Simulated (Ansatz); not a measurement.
# 3-layer 1T-NiSeTe (AA) in a perpendicular field

What dipole does a perpendicular field induce in the 3-layer 1T-NiSeTe (AA)? A positive field points along +c.

Main program and level: Ansatz 0.2.0; plane-wave DFT, PBEsol-D3(BJ), Ansatz PAW.

**1. The starting structure**

The cell holds 9 atoms: 3 Te, 3 Ni and 3 Se. Cell: a = 3.665 Å, b = 3.665 Å, c = 57.953 Å, α = 90.0°, β = 90.0°, γ = 120.0°. Regions: layer 1: 1T-NiSeTe, 3 atoms (1 Te, 1 Ni and 1 Se); layer 2: 1T-NiSeTe, 3 atoms (1 Te, 1 Ni and 1 Se); layer 3: 1T-NiSeTe, 3 atoms (1 Te, 1 Ni and 1 Se). Vacuum lies along c.

**2. Relaxing the slab**

The starting cell is a guess, so the in-plane lattice and the atoms are relaxed first, with the slab cut off from its images along the normal.

input.yaml reads:

```yaml
crystal:
  lattice:
    - [3.665, 0.0, 0.0]
    - [-1.8325, 3.1739831049, 0.0]
    - [0.0, 0.0, 57.9526524889]
  atoms:
    - { symbol: Te, position: [0.6666666667, 0.3333333333, 0.383934109] }
    - { symbol: Ni, position: [0.0, 0.0, 0.4074221361] }
    - { symbol: Se, position: [0.3333333333, 0.6666666667, 0.4244997098] }
    - { symbol: Te, position: [0.6666666667, 0.3333333333, 0.4797171996] }
    - { symbol: Ni, position: [0.0, 0.0, 0.5032052267] }
    - { symbol: Se, position: [0.3333333333, 0.6666666667, 0.5202828004] }
    - { symbol: Te, position: [0.6666666667, 0.3333333333, 0.5755002902] }
    - { symbol: Ni, position: [0.0, 0.0, 0.5989883173] }
    - { symbol: Se, position: [0.3333333333, 0.6666666667, 0.616065891] }
  periodic: [true, true, false]
kpoints:
  mp_grid: { grid: [12, 12, 1] }
hamiltonian:
  xc: pbesol
  dispersion: d3bj
scf:
  occupations: { method: fermi_dirac, width: 0.05 }
  convergence: { dr2_threshold: 1.0e-09 }
relax:
  f_tol: 0.004
  max_steps: 90
  cell: {}
output:
  write_potential: true
  write_density: true
  volumetric_format: npy
```

On the command line:

```sh
ansatz run input.yaml --threads 4 --pin off --max-ram 12288MiB --backend cpu --events-out ev --progress --plain --runs-dir out
```

Numbers of over 12 decimals in the logs are rounded to 6 here.

Output:

```text
Warning: relax.cell: scf.convergence.dr2_threshold = 1e-9 eV is looser than the 1.63628358045e-10 eV advised for a relaxation that steers and ends on the stress (1e-10 eV for each atom of the cell: 9, times the square of relax.cell.stress_2d_tol = 0.05 N/m over 23.5 Å (the atoms' height at the walk's start and 5 Å past either face), 2.132e-2 GPa, over a crystal's default 0.05). What an SCF threshold leaves in a stress goes as its square root, and in the free energy as the threshold itself, and one threshold admits the most on a small cell: [figures from the program's tests cut] Set scf.convergence.dr2_threshold to 1.63628358045e-10 eV or tighter. [rest of the remark cut]
Engine: ansatz 0.2.0, aarch64-unknown-linux-gnu
Pseudopotentials: kind: paw
Pseudopotential: Te, paw, valence charge 16, recommended cutoff 420 eV (normal), Te.paw.azcp
Pseudopotential: Ni, paw, valence charge 18, recommended cutoff 420 eV (normal), Ni.paw.azcp
Pseudopotential: Se, paw, valence charge 16, recommended cutoff 420 eV (normal), Se.paw.azcp
Functional definition: PBEsol
  exchange = pbesol_x
  correlation = pbesol_c
Crystal: 9 atoms, lattice volume = 674.143 Å³
Basis set: ecut = 420 eV, 13105 PW (Γ), exchange–correlation on 50×50×800 points (8 copies of the dense FFT grid, shifted against one another)
Bands: 90, of which v1, the nominal top of the filled ones, is band 75 counted from 1 (74 counted from 0)
Symmetry: 6 space group operations
Space group: P3m1 (ITA 156), of the structure as read, at distance tolerance 8.8e-5 Å
k-points: 19 of 144 (time reversal used)
Non-local potential: Te, projectors of the file, l = 0: 2, l = 1: 2, l = 2: 2, l = 3: 2
Non-local potential: Ni, projectors of the file, l = 0: 3, l = 1: 2, l = 2: 3, l = 3: 1
Non-local potential: Se, projectors of the file, l = 0: 2, l = 1: 2, l = 2: 3, l = 3: 1
PAW form: soft (Blöchl's): semilocal exchange-correlation on the pseudo side does not see the compensation charge
PAW frozen core: Te, regenerated for the run's functional, and the local potential with it (the file was generated under x = pbe(κ = 0.804, μ = 0.219515), c = pbe(β = 0.066725))
PAW frozen core: Ni, regenerated for the run's functional, and the local potential with it (the file was generated under x = pbe(κ = 0.804, μ = 0.219515), c = pbe(β = 0.066725))
PAW frozen core: Se, regenerated for the run's functional, and the local potential with it (the file was generated under x = pbe(κ = 0.804, μ = 0.219515), c = pbe(β = 0.066725))
PAW one-centre angular grid: Te, 590 points (default); XC on 64 Gauss nodes
PAW one-centre angular grid: Ni, 590 points (default); XC on 64 Gauss nodes
PAW one-centre angular grid: Se, 590 points (default); XC on 64 Gauss nodes
Initial density: superposition of atomic densities (neutral atoms: chi_scale 0, normalization atom), corrected by the library's trained network
Initial wavefunctions: pseudopotential atomic-orbital guess
Functional: x = pbesol(κ = 0.804, μ = 0.123457), c = pbesol(β = 0.046)
SCF iter   1: F=—  HF=-54396.793205 eV  |F-HF|=—  |Δ(HF+E_count)|=         —  Δρ=7.06e-3  dr2=8.81e-1  ethr=1.77e-3  ⟨swp⟩=14.3  Hψ=10025  notcnv=0  defer=33
preconditioner: auto → LDOS  [metal: Δε(μ)=0.050 eV  Ē_g=8.630 eV  σ=0.050 eV  W_gap=0.24  n_scr=128 (ndim 8)  ℏωp=11.6 eV  f_vac=0.707  D(μ)=4.68/eV (n_scr^D=20)  β→1.0]
SCF iter   2: F=—  HF=-54396.785996 eV  |F-HF|=—  |Δ(HF+E_count)|=   7.21e-3  Δρ=8.91e-3  dr2=3.22e-1  ethr=5.87e-4  ⟨swp⟩=3.4  Hψ=3302  notcnv=0  defer=85
SCF iter   3: F=—  HF=-54396.743686 eV  |F-HF|=—  |Δ(HF+E_count)|=   4.23e-2  Δρ=5.29e-4  dr2=4.30e-2  ethr=2.15e-4  ⟨swp⟩=3.1  Hψ=2986  notcnv=0  defer=85
SCF iter   4: F=—  HF=-54396.742603 eV  |F-HF|=—  |Δ(HF+E_count)|=   1.08e-3  Δρ=6.55e-4  dr2=5.07e-3  ethr=2.86e-5  ⟨swp⟩=2.3  Hψ=2463  notcnv=0  defer=85
SCF iter   5: F=—  HF=-54396.742178 eV  |F-HF|=—  |Δ(HF+E_count)|=   4.25e-4  Δρ=2.84e-4  dr2=3.66e-4  ethr=3.38e-6  ⟨swp⟩=2.3  Hψ=2508  notcnv=0  defer=85
SCF iter   6: F=—  HF=-54396.742276 eV  |F-HF|=—  |Δ(HF+E_count)|=   9.79e-5  Δρ=1.33e-4  dr2=7.46e-5  ethr=2.44e-7  ⟨swp⟩=3.0  Hψ=3610  notcnv=0  defer=85
SCF iter   7: F=—  HF=-54396.742268 eV  |F-HF|=—  |Δ(HF+E_count)|=   7.95e-6  Δρ=4.05e-5  dr2=7.08e-6  ethr=4.97e-8  ⟨swp⟩=3.2  Hψ=2848  notcnv=0  defer=85
SCF iter   8: F=—  HF=-54396.742205 eV  |F-HF|=—  |Δ(HF+E_count)|=   6.24e-5  Δρ=1.91e-5  dr2=1.68e-6  ethr=4.72e-9  ⟨swp⟩=3.0  Hψ=3616  notcnv=0  defer=85
SCF iter   9: F=—  HF=-54396.742206 eV  |F-HF|=—  |Δ(HF+E_count)|=   6.60e-8  Δρ=9.43e-6  dr2=3.87e-7  ethr=1.12e-9  ⟨swp⟩=2.5  Hψ=2240  notcnv=0  defer=85
SCF iter  10: F=—  HF=-54396.742206 eV  |F-HF|=—  |Δ(HF+E_count)|=   4.43e-8  Δρ=2.41e-6  dr2=2.59e-8  ethr=2.58e-10  ⟨swp⟩=2.9  Hψ=3069  notcnv=0  defer=85
SCF iter  11: F=—  HF=-54396.742206 eV  |F-HF|=—  |Δ(HF+E_count)|=   9.95e-8  Δρ=8.58e-7  dr2=4.07e-9  ethr=1.73e-11  ⟨swp⟩=3.1  Hψ=2935  notcnv=0  defer=85
SCF iter  12: F=-54396.742206 eV  HF=-54396.742206 eV  |F-HF|=1.57e-8  |Δ(HF+E_count)|=   2.92e-8  Δρ=2.22e-7  dr2=5.66e-10  ethr=1.00e-12  ⟨swp⟩=11.6  Hψ=12213  notcnv=0
SCF 1 converged in 12 iterations: F = -54396.742206 eV  dr2 = 5.66e-10
  greatest PAW one-centre occupation: 1.001 electrons in one spin orbital (limit 2), on the Ni atom at site 4 (counted from 0), in its partial waves of l = 1
relax step   1: F+E_penalty+E_count = -54396.74220570 eV  Δ(F+E_penalty+E_count) = +0.000e0 eV  max|allowed force component| = 1.491e0 eV/Å  Δτ_max = 0.0000 Å  P = +0.077 N/m  Ω = 674.143 Å³  fix = [c, alpha, beta]  reactions: c +0.000 N/m  (12 SCF iters, accepted)
Crystal: 9 atoms, lattice volume = 655.541 Å³
Basis set: ecut = 420 eV, 12661 PW (Γ), exchange–correlation on 50×50×800 points (8 copies of the dense FFT grid, shifted against one another)
Initial density: handed on by an earlier stage of this run
Initial wavefunctions: those handed on with the density
iter 1 solved again at ethr=4.95e-5 eV; its pass at ethr=3.10e-3 eV (dr2=7.42e-2 eV) is discarded
SCF iter   1: F=—  HF=-54397.235904 eV  |F-HF|=—  |Δ(HF+E_count)|=         —  Δρ=6.72e-3  dr2=7.54e-2  ethr=4.95e-5  ⟨swp⟩=5.3  Hψ=10858  notcnv=0  defer=1
preconditioner: auto → LDOS  [metal: Δε(μ)=0.022 eV  Ē_g=8.537 eV  σ=0.050 eV  W_gap=0.11  n_scr=116 (ndim 8)  ℏωp=11.8 eV  f_vac=0.705  D(μ)=5.17/eV (n_scr^D=22)  β→1.0]
SCF iter   2: F=—  HF=-54397.243139 eV  |F-HF|=—  |Δ(HF+E_count)|=   7.23e-3  Δρ=2.40e-3  dr2=4.08e-2  ethr=4.95e-5  ⟨swp⟩=4.5  Hψ=3981  notcnv=0  defer=6
SCF iter   3: F=—  HF=-54397.234999 eV  |F-HF|=—  |Δ(HF+E_count)|=   8.14e-3  Δρ=1.52e-3  dr2=1.19e-2  ethr=2.72e-5  ⟨swp⟩=3.5  Hψ=4052  notcnv=0  defer=23
[...]
relax step   9: F+E_penalty+E_count = -54397.68936386 eV  Δ(F+E_penalty+E_count) = -4.137e-5 eV  max|allowed force component| = 2.010e-3 eV/Å  Δτ_max = 0.0024 Å  P = -0.011 N/m  Ω = 660.295 Å³  energy of the carried Pulay correction = +8.247e-4 eV  fix = [c, alpha, beta]  reactions: c -0.000 N/m  (9 SCF iters, accepted)
Initial wavefunctions: pseudopotential atomic-orbital guess (no wavefunctions were taken with the density)
iter 1 solved again at ethr=5.73e-7 eV; its pass at ethr=3.10e-3 eV (dr2=8.59e-4 eV) is discarded
SCF iter   1: F=—  HF=-54397.688646 eV  |F-HF|=—  |Δ(HF+E_count)|=         —  Δρ=1.43e-5  dr2=2.67e-7  ethr=5.73e-7  ⟨swp⟩=6.4  Hψ=17165  notcnv=0
eigensolver tolerance schedule: the retry pair's looser diagonalisation over-reported the residual by 3217.15 of it (diagonalisation noise at 1.47 of the residual, at the tolerance the schedule requests for it); recorded, not acted on — ethr = c·dr2/N_el stays at c = 1.0e-1
preconditioner: auto → LDOS  [metal: Δε(μ)=0.066 eV  Ē_g=8.789 eV  σ=0.050 eV  W_gap=0.29  n_scr=116 (ndim 8)  ℏωp=11.7 eV  f_vac=0.729  D(μ)=4.35/eV (n_scr^D=20)  β→1.0]
SCF iter   2: F=—  HF=-54397.688572 eV  |F-HF|=—  |Δ(HF+E_count)|=   7.34e-5  Δρ=2.96e-5  dr2=3.33e-6  ethr=1.78e-10  ⟨swp⟩=5.2  Hψ=5727  notcnv=0
SCF iter   3: F=—  HF=-54397.688571 eV  |F-HF|=—  |Δ(HF+E_count)|=   1.29e-6  Δρ=5.18e-6  dr2=2.20e-7  ethr=1.78e-10  ⟨swp⟩=2.9  Hψ=3606  notcnv=0
SCF iter   4: F=—  HF=-54397.688571 eV  |F-HF|=—  |Δ(HF+E_count)|=   5.32e-7  Δρ=3.00e-6  dr2=6.51e-8  ethr=1.47e-10  ⟨swp⟩=3.7  Hψ=3985  notcnv=0
SCF iter   5: F=—  HF=-54397.688571 eV  |F-HF|=—  |Δ(HF+E_count)|=   9.01e-8  Δρ=1.53e-6  dr2=1.44e-8  ethr=4.34e-11  ⟨swp⟩=2.9  Hψ=3162  notcnv=0
SCF iter   6: F=—  HF=-54397.688571 eV  |F-HF|=—  |Δ(HF+E_count)|=   1.16e-8  Δρ=5.23e-7  dr2=1.39e-9  ethr=9.62e-12  ⟨swp⟩=3.1  Hψ=2873  notcnv=0
iter 7 met the thresholds in force, and the SCF goes on: an eigenvalue changes by 3.15 meV, over its tolerance of 1.13 meV (output.eigenvalues, Limitations)
SCF iter   7: F=-54397.688571 eV  HF=-54397.688571 eV  |F-HF|=7.56e-9  |Δ(HF+E_count)|=   6.56e-9  Δρ=1.76e-7  dr2=2.05e-10  ethr=1.00e-12  ⟨swp⟩=22.2  Hψ=14522  notcnv=0
iter 8 met the thresholds in force, and the SCF goes on: an eigenvalue changes by 3.74 meV, over its tolerance of 1.01 meV (output.eigenvalues, Limitations)
SCF iter   8: F=-54397.688571 eV  HF=-54397.688571 eV  |F-HF|=6.05e-9  |Δ(HF+E_count)|=   4.12e-9  Δρ=3.19e-8  dr2=5.37e-12  ethr=1.00e-12  ⟨swp⟩=9.6  Hψ=10647  notcnv=0
Mixer restart at iter 8: flushing history
SCF iter   9: F=-54397.688571 eV  HF=-54397.688571 eV  |F-HF|=4.64e-9  |Δ(HF+E_count)|=   3.58e-9  Δρ=2.85e-7  dr2=5.16e-9  ethr=1.00e-12  ⟨swp⟩=1.0  Hψ=1710  notcnv=0  κ⁻¹=1.0e0(r=1)
SCF iter  10: F=-54397.688571 eV  HF=-54397.688571 eV  |F-HF|=2.56e-9  |Δ(HF+E_count)|=  2.91e-10  Δρ=2.63e-7  dr2=3.06e-9  ethr=1.00e-12  ⟨swp⟩=1.0  Hψ=1710  notcnv=0  κ⁻¹=2.6e-2(r=2)
SCF iter  11: F=-54397.688571 eV  HF=-54397.688571 eV  |F-HF|=1.85e-9  |Δ(HF+E_count)|=  3.35e-10  Δρ=1.05e-7  dr2=2.43e-10  ethr=1.00e-12  ⟨swp⟩=9.1  Hψ=10128  notcnv=0
SCF 10 converged in 11 iterations: F = -54397.688571 eV  dr2 = 2.43e-10
relax step  10: F+E_penalty+E_count = -54397.68857146 eV  Δ(F+E_penalty+E_count) = +7.924e-4 eV  max|allowed force component| = 2.083e-3 eV/Å  Δτ_max = 0.0000 Å  P = -0.011 N/m  Ω = 660.295 Å³  fix = [c, alpha, beta]  reactions: c -0.000 N/m  stress off target by 1.09e-2 N/m on what of the cell is left free  SCF on the basis re-selected at this cell (its energy is not comparable with the rows above)  (11 SCF iters)
basis re-selected at this cell: Δ(F+E_penalty+E_count) = +7.924e-4 eV, ΔP = -0.000 N/m vs the last step (what re-selecting the basis moved, of the pressure what is left beyond the Pulay correction that the steps carried, after the strain that the cell walked since its last selection, with what the two solves' SCF thresholds leave and, on support functions, any second-order correction that the steps lacked; it is no m [...]
WARN: The output density's exchange-correlation potential varies sharply where the density is thin. Do not read a vacuum level from v_tot or v_xc, or from such a field of the output density. On a cell that repeats whose density bears no net charge and no dipole along the vacuum's axis use v_es (v_loc + v_h of the components); under efield.dipole_correction with no amplitude use v_es + v_field, which holds any externa [...]
SCF converged after 11 iterations
an eigenvalue changed by more than its tolerance at an iteration that met the thresholds in force, so the SCF went on 2 times, its first undamped step at iteration 8: the last check found none over its tolerance
Free energy (F): -54397.688571 eV
Harris-Foulkes:  -54397.688571 eV  (|F-HF|=1.85e-9)
Internal energy: -54397.652371 eV  (E = F + TS)
E sigma→0 (E₀):  -54397.670471 eV
Entropy (-TS):   -0.036200 eV (-4.022 meV/atom)
Fermi energy:    -4.850799 eV
--- Per-component energies (eV) ---
  E_band       = -5383.521876
  E_kinetic    = 1758.887189
  E_local      = -1769650.799428  (includes V_loc(G=0)·N_el)
  E_nonlocal   = -784.899954
  E_hartree    = 883152.073650
  E_xc         = -938.781756
  E_vxc        = -941.787068  (∫ρ·V_xc dr)
  E_paw        = -24148.839006  (= ΣΔE_a)
  E_vpaw       = -2069.079357  (= ΣTr[D̂ρ^β])
  E_aug_tail   = -0.000753  (compensation charges beyond the density's cutoff)
  E_ewald      = 856213.331846
  E_disp       = -3.365823  (pairwise vdW)
  E_core_change = 4.741663  (= ΣΔE_core)
  E_smearing   = -0.036200  (= −TS)
  E_closure    = -0.000000  (closes the sum)
  Σ components = -54397.688571   (vs F -54397.688571, Δ=0.00e0)
--- Forces (eV/Å), atoms counted from 1 ---
  atom   1  Te     0.00000000     0.00000000    -0.00208346
  atom   2  Ni    -0.00000000     0.00000000     0.00117429
  atom   3  Se    -0.00000000    -0.00000000     0.00002116
  atom   4  Te     0.00000000     0.00000000    -0.00033478
  atom   5  Ni    -0.00000000     0.00000000     0.00182798
  atom   6  Se    -0.00000000     0.00000000    -0.00062615
  atom   7  Te     0.00000000     0.00000000    -0.00011315
  atom   8  Ni    -0.00000000    -0.00000000     0.00095624
  atom   9  Se    -0.00000000    -0.00000000    -0.00082342
  max |Σ_I F_I| component: 1.30e-6 eV/Å
--- 2D stress c σ (N/m, compression-positive) ---
       -0.010898      -0.000000      -0.000000
       -0.000000      -0.010898       0.000000
       -0.000000       0.000000      -0.000000
  P = ½ c Tr σ = -0.0109 N/m
--- Band table (eV; the first three rows and the last of 19) ---
  k-point 0: bands = [... 71 lower, -4.6462, -4.6462, -4.4586, -3.4694, -3.4694, -3.1290, -3.0746, -3.0746, ... 11 higher]
  k-point 1: bands = [... 71 lower, -5.0863, -4.7590, -4.2016, -3.9836, -3.5595, -3.5400, -3.2647, -3.1124, ... 11 higher]
  k-point 2: bands = [... 71 lower, -5.3562, -5.2353, -5.0923, -4.5772, -4.1384, -3.7701, -3.6176, -3.2016, ... 11 higher]
  k-point 18: bands = [... 71 lower, -6.5933, -6.4693, -6.3909, -6.2446, -5.3804, -4.6964, -4.4245, -3.7130, ... 11 higher]
  the weakly bound empty levels are not read free of the cell's end (no_gap_told)
--- Relaxed structure (9 steps of the walk, 8 accepted, 1 SCFs on fresh bases) ---
  F+E_penalty+E_count = -54397.68857146 eV   max|allowed force component| = 2.083e-3 eV/Å   (the final SCF, on the basis selected at the relaxed cell)
  cell:  # Å, volume = 660.2949 Å³
    - [3.627162, 0.0, 0]
    - [-1.813581, 3.141215, 0]
    - [0, 0, 57.9526524889]
  atoms:
    - { symbol: Te, position: [0.666667, 0.333333, 0.394954] }
    - { symbol: Ni, position: [0, 0, 0.419276] }
    - { symbol: Se, position: [0.333333, 0.666667, 0.439269] }
    - { symbol: Te, position: [0.666667, 0.333333, 0.478693] }
    - { symbol: Ni, position: [0, 0, 0.502496] }
    - { symbol: Se, position: [0.333333, 0.666667, 0.522358] }
    - { symbol: Te, position: [0.666667, 0.333333, 0.562148] }
    - { symbol: Ni, position: [0, 0, 0.585312] }
    - { symbol: Se, position: [0.333333, 0.666667, 0.605109] }
```

Run time: 8.4 min. Hardware: 4 threads of Arm Neoverse V1, shared host; peak memory 2 GiB.

This run has no spin polarisation, although Ni can carry a moment.

Relaxation path:

```csv
step,energy less that of the first step (eV),largest force component (eV/Å),volume (Å³)
1,0.0000,1.4911,674.14
2,-0.4906,0.5105,655.54
3,-0.6885,0.2654,641.01
4,-0.8213,0.1406,638.67
5,-0.9129,0.1250,646.83
6,-0.9458,0.0763,660.51
7,-0.9471,0.0105,660.55
8,-0.9471,0.0313,660.01
9,-0.9472,0.0020,660.29
10*,-0.9464,0.0021,660.29
```

Relaxation steps marked * repeat the geometry before them on a plane-wave basis chosen anew for their cell, so energy and pressure can jump there. Relaxation step 8 was tried and not accepted.

The run keeps the 6 symmetry operations that it works with, so distortions that break them were not tested.

```csv
cell as run,before,after,change
a (Å),3.665,3.627,-1.0 %
b (Å),3.665,3.627,-1.0 %
```

The atoms that moved most (Å, along periodic axes as changes of fractional coordinates times the final cell, across vacuum about the mean position):

```csv
atom,dx,dy,dz,length
Se3,0.000,0.000,0.856,0.856
Ni8,0.000,0.000,-0.793,0.793
Te7,0.000,0.000,-0.774,0.774
Ni2,0.000,0.000,0.687,0.687
Te1,0.000,0.000,0.639,0.639
Se9,0.000,0.000,-0.635,0.635
Se6,0.000,0.000,0.120,0.120
Te4,0.000,0.000,-0.059,0.059
```

Final coordinates:

```cif
data_structure
_symmetry_space_group_name_H-M 'P 1'
_symmetry_Int_Tables_number 1
_cell_length_a 3.6272
_cell_length_b 3.6272
_cell_length_c 57.9527
_cell_angle_alpha 90.000
_cell_angle_beta 90.000
_cell_angle_gamma 120.000
_cell_volume 660.29
loop_
_atom_site_label
_atom_site_type_symbol
_atom_site_fract_x
_atom_site_fract_y
_atom_site_fract_z
_atom_site_occupancy
Te1 Te 0.66667 0.33333 0.39495 1
Ni2 Ni 0.00000 0.00000 0.41928 1
Se3 Se 0.33333 0.66667 0.43927 1
Te4 Te 0.66667 0.33333 0.47869 1
Ni5 Ni 0.00000 0.00000 0.50250 1
Se6 Se 0.33333 0.66667 0.52236 1
Te7 Te 0.66667 0.33333 0.56215 1
Ni8 Ni 0.00000 0.00000 0.58531 1
Se9 Se 0.33333 0.66667 0.60511 1
```

Numbers from this step:

* energy at zero smearing: -54397.6705 eV

The lattice constant a goes from 3.665 to 3.627 Å.

(Continued in part 2 of 3.)

[Logs are printed without paths, hosts, clocks, repeated set-up lines and the standing remarks that a program may print on its own settings, such as how far it seeks lower states.]

[Hosts, paths, dates, database ids (printed as entryN), source tags and the programs' standing remarks are cut or masked in the printed files.]

[Maps of the electrostatic potential energy from Ansatz leave out the sawtooth potential of an applied field or a dipole correction, so their vacuum need not be flat; planar profiles and work functions include it.]
